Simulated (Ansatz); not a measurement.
# How the smearing shapes the phonons of YAu (Pm-3m), part 2 of 2

Aim: see how the phonons of YAu (Pm-3m) along the first symmetry line respond to the electronic smearing.

Ansatz 0.2.0; DFT PBEsol, scalar-relativistic, plane waves, PAW; PAW set soft_1.

So far. Step 2 (Relaxing cell and atoms): The largest force is now zero by symmetry and the largest stress component 0.017 GPa, small enough for phonons. Step 4 (Wavevectors along a line: Fermi–Dirac smearing of 0.25 …): Against step 3 (now smearing width 0.25 eV), the free energy moves by -59.5 meV an atom. The relaxed cell has a = 3.547 Å (conventional setting).

**5. Wavevectors along a line: Fermi–Dirac smearing of 0.04 eV**

The smearing blurs the Fermi surface that screens the phonons; a Fermi–Dirac width is an electronic temperature.

File input.yaml:

```yaml
crystal:
  lattice:
    - [3.5474396325, 0.0, 0.0]
    - [0.0, 3.5474396325, 0.0]
    - [0.0, 0.0, 3.5474396325]
  atoms:
    - { symbol: "Y", position: [0.5, 0.5, 0.5] }
    - { symbol: Au, position: [0.0, 0.0, 0.0] }
kpoints:
  mp_grid: { grid: [16, 16, 16] }
hamiltonian:
  xc: pbesol
  pseudopotentials: { kind: paw, azcp: { folder: soft_1 }, xc_functional: pbe }
scf:
  occupations: { method: fermi_dirac, width: 0.04 }
output:
  eigenvalues: true
phonons:
  method: dfpt
  qpoints:
    - [0, 0, 0]
    - [0.0, 0.0625, 0.0]
    - [0.0, 0.1875, 0.0]
    - [0.0, 0.3125, 0.0]
    - [0.0, 0.4375, 0.0]
```

Narrower smearing comes nearer the zero-temperature value but asks more of the mesh.

Started as:

```bash
> ansatz run input.yaml --threads 4 --pin off --max-ram 12288MiB --backend cpu --events-out ev --progress --plain --runs-dir out
```

Numbers of over 12 decimals in the logs are rounded to 6 here.

Log:

```text
[...]
Crystal: 2 atoms, lattice volume = 44.642 Å³
Basis set: ecut = 420 eV, 895 PW (Γ), exchange–correlation on 48×48×48 points (8 copies of the dense FFT grid, shifted against one another)
Bands: 19, of which v1, the nominal top of the filled ones, is band 15 counted from 1 (14 counted from 0)
Symmetry: 48 space group operations
k-points: 165 of 4096
[...]
SCF iter   1: F=—  HF=-16813.420991 eV  |F-HF|=—  |Δ(HF+E_count)|=         —  Δρ=2.69e-1  dr2=6.22e1  ethr=3.10e-3  ⟨swp⟩=4.8  Hψ=12904  notcnv=0
[...]
SCF iter  12: F=-16805.682758 eV  HF=-16805.682758 eV  |F-HF|=0.00e0  |Δ(HF+E_count)|=  4.37e-11  Δρ=4.95e-8  dr2=1.93e-12  ethr=1.00e-12  ⟨swp⟩=4.3  Hψ=14038  notcnv=0
[...]
SCF 1 converged in 12 iterations: F = -16805.682758 eV  dr2 = 1.93e-12
[...]
SCF converged after 12 iterations
Free energy (F): -16805.682758 eV
[...]
Internal energy: -16805.677805 eV  (E = F + TS)
E sigma→0 (E₀):  -16805.680281 eV
Entropy (-TS):   -0.004953 eV (-2.476 meV/atom)
Fermi energy:    15.213804 eV
[...]
--- Band table (eV; the first three rows and the last of 165) ---
  k-point 0: bands = [... 11 lower, 10.7417, 10.7417, 10.7417, 16.1170, 16.1170, 19.7556, 19.7556, 19.7556]
  k-point 1: bands = [... 11 lower, 10.7348, 10.7348, 10.7478, 16.0823, 16.1209, 19.3546, 19.3546, 19.7341]
  k-point 2: bands = [... 11 lower, 10.7155, 10.7155, 10.7654, 15.9829, 16.0947, 18.7114, 18.7114, 19.6729]
  k-point 164: bands = [... 11 lower, 11.4911, 11.4911, 13.3870, 13.3870, 13.3870, 15.1922, 20.7500, 20.7500]
[...]
ASR residual: 6.710e-5 → 0.000e0 eV/Å²; symmetrization residual: 5.055e-6 eV/Å²
  ASR residual per site (eV/Å²): 5.53e-5 6.71e-5
  Γ frequencies (cm⁻¹): 0.00 0.00 0.00 104.81 104.81 104.81
[...]
--- Phonons (arbitrary-q DFPT): 5 explicit q-points ---
[...]
```

Run time: 4.8 min. Hardware: 4 threads of Arm Neoverse V1, shared host; peak memory 2.5 GiB.

Each wavevector solved by linear response. Table of frequency by |q| along the line:

```tsv
|q| along the line (Å⁻¹)	mode 1 = mode 2 (cm⁻¹)	mode 3 (cm⁻¹)	mode 4 = mode 5 (cm⁻¹)	mode 6 (cm⁻¹)
0.000	0	0	105	105
0.111	11.3	20.9	105	107
0.332	32.1	52.9	103	129
0.553	47.4	66.2	101	158
0.775	55.6	66.3	96.7	176
```

Against step 3 (now smearing width 0.04 eV), the free energy moves by +7.8 meV an atom.

**6. Wavevectors along a line: Methfessel–Paxton smearing of 0.2 eV**

Each wavevector is solved by itself, so no interpolation smooths a dip of the branch.

input.yaml, as its differences from that of step 5:

```diff
@@ -14,3 +14,3 @@
 scf:
-  occupations: { method: fermi_dirac, width: 0.04 }
+  occupations: { method: methfessel_paxton, width: 0.2 }
 output:
```

Log:

```text
[...]
Crystal: 2 atoms, lattice volume = 44.642 Å³
Basis set: ecut = 420 eV, 895 PW (Γ), exchange–correlation on 48×48×48 points (8 copies of the dense FFT grid, shifted against one another)
Bands: 19, of which v1, the nominal top of the filled ones, is band 15 counted from 1 (14 counted from 0)
Symmetry: 48 space group operations
k-points: 165 of 4096
[...]
SCF iter   1: F=—  HF=-16813.409082 eV  |F-HF|=—  |Δ(HF+E_count)|=         —  Δρ=2.69e-1  dr2=6.20e1  ethr=3.10e-3  ⟨swp⟩=4.2  Hψ=12096  notcnv=0
[...]
SCF iter  12: F=-16805.678975 eV  HF=-16805.678975 eV  |F-HF|=7.28e-12  |Δ(HF+E_count)|=  2.18e-11  S|Δr|=    0.00e0  Δρ=3.49e-8  dr2=9.54e-13  ethr=1.00e-12  ⟨swp⟩=5.8  Hψ=12516  notcnv=0
[...]
SCF 1 converged in 12 iterations: F = -16805.678975 eV  dr2 = 9.54e-13
[...]
SCF converged after 12 iterations
Stability not checked: this state was not tested for a lower state beside it, because cold or Methfessel-Paxton smearing, or corrected tetrahedra, fill the levels in a way that the test cannot read (fill_not_monotonic; see scf.lower_state_search)
Free energy (F): -16805.678975 eV
[...]
Internal energy: -16805.681550 eV  (E = F + TS)
E sigma→0 (E₀):  -16805.679619 eV
Entropy (-TS):   0.002575 eV (1.288 meV/atom)
Fermi energy:    15.219720 eV
[...]
--- Band table (eV; the first three rows and the last of 165) ---
  k-point 0: bands = [... 11 lower, 10.7420, 10.7420, 10.7420, 16.1170, 16.1170, 19.7554, 19.7554, 19.7554]
  k-point 1: bands = [... 11 lower, 10.7352, 10.7352, 10.7482, 16.0823, 16.1209, 19.3545, 19.3545, 19.7339]
  k-point 2: bands = [... 11 lower, 10.7158, 10.7158, 10.7658, 15.9828, 16.0947, 18.7113, 18.7113, 19.6727]
  k-point 164: bands = [... 11 lower, 11.4915, 11.4915, 13.3870, 13.3870, 13.3870, 15.1924, 20.7497, 20.7497]
[...]
ASR residual: 2.430e-5 → 0.000e0 eV/Å²; symmetrization residual: 9.403e-6 eV/Å²
  ASR residual per site (eV/Å²): 3.92e-6 2.43e-5
  Γ frequencies (cm⁻¹): 0.00 0.00 0.00 104.95 104.95 104.95
[...]
--- Phonons (arbitrary-q DFPT): 5 explicit q-points ---
[...]
```

It took 4.8 min on 4 threads; peak memory 2.6 GiB.

Each wavevector solved by linear response. The frequency by |q| along the line:

```tsv
|q| along the line (Å⁻¹)	mode 1 = mode 2 (cm⁻¹)	mode 3 (cm⁻¹)	mode 4 = mode 5 (cm⁻¹)	mode 6 (cm⁻¹)
0.000	0	0	105	105
0.111	11.2	20.8	105	107
0.332	32.1	52.8	103	129
0.553	47.4	66.3	101	159
0.775	55.5	66.6	96.9	176
```

Against step 3 (now occupations Methfessel-Paxton and smearing width 0.2 eV), the free energy moves by +9.7 meV an atom.

**7. The lowest branch at each setting**

Lowest frequency against |q| along the line:

```tsv
|q| along the line (Å⁻¹)	fermi dirac 0.1 eV, k 16x16x16 (cm⁻¹)	fermi dirac 0.25 eV, k 16x16x16 (cm⁻¹)	fermi dirac 0.04 eV, k 16x16x16 (cm⁻¹)	methfessel paxton 0.2 eV, k 16x16x16 (cm⁻¹)
0.000	0	0	0	0
0.111	11.1	10.8	11.3	11.2
0.332	31.7	31.1	32.1	32.1
0.553	47.1	47.3	47.4	47.4
0.775	55.9	57	55.6	55.5
```

**8. Results**

```yaml
phonon_run_of_the_rows_without_a_label_of_their_own: PBEsol, k 16×16×16
lowest_branch_at_the_last_solved_point_fermi_dirac_0p1_ev: 55.9 cm⁻¹ at |q| = 0.775 Å⁻¹
lowest_branch_at_the_last_solved_point_fermi_dirac_0p25_ev: 57 cm⁻¹ at |q| = 0.775 Å⁻¹
lowest_branch_at_the_last_solved_point_fermi_dirac_0p04_ev: 55.6 cm⁻¹ at |q| = 0.775 Å⁻¹
lowest_branch_at_the_last_solved_point_methfessel_paxton_0p2_ev: 55.5 cm⁻¹ at |q| = 0.775 Å⁻¹
```

What this shows: No branch softens by more than 4 % of the top frequency as the smearing narrows, so no anomaly that hangs on the smearing shows at these points. The line holds 5 wavevectors, so a narrow dip between them would be missed. Between Fermi–Dirac 0.25 eV and Fermi–Dirac 0.04 eV the largest change, with modes counted by rank of frequency, is in mode 6 at |q| = 0.332 Å⁻¹, from 126 to 129 cm⁻¹. Where branches cross, a count by rank can hide a softening. At the narrowest width the k mesh may not resolve the Fermi surface, so part of the change can be mesh noise. Spin–orbit coupling, left out here, matters for Au. The PAW files were made for PBE; under other functionals the run regenerates their frozen core.

[Logs are printed without paths, hosts, clocks, repeated set-up lines and the standing remarks that a program may print on its own settings, such as how far it seeks lower states.]

[Hosts, paths, dates, database ids (printed as entryN), source tags and the programs' standing remarks are cut or masked in the printed files.]
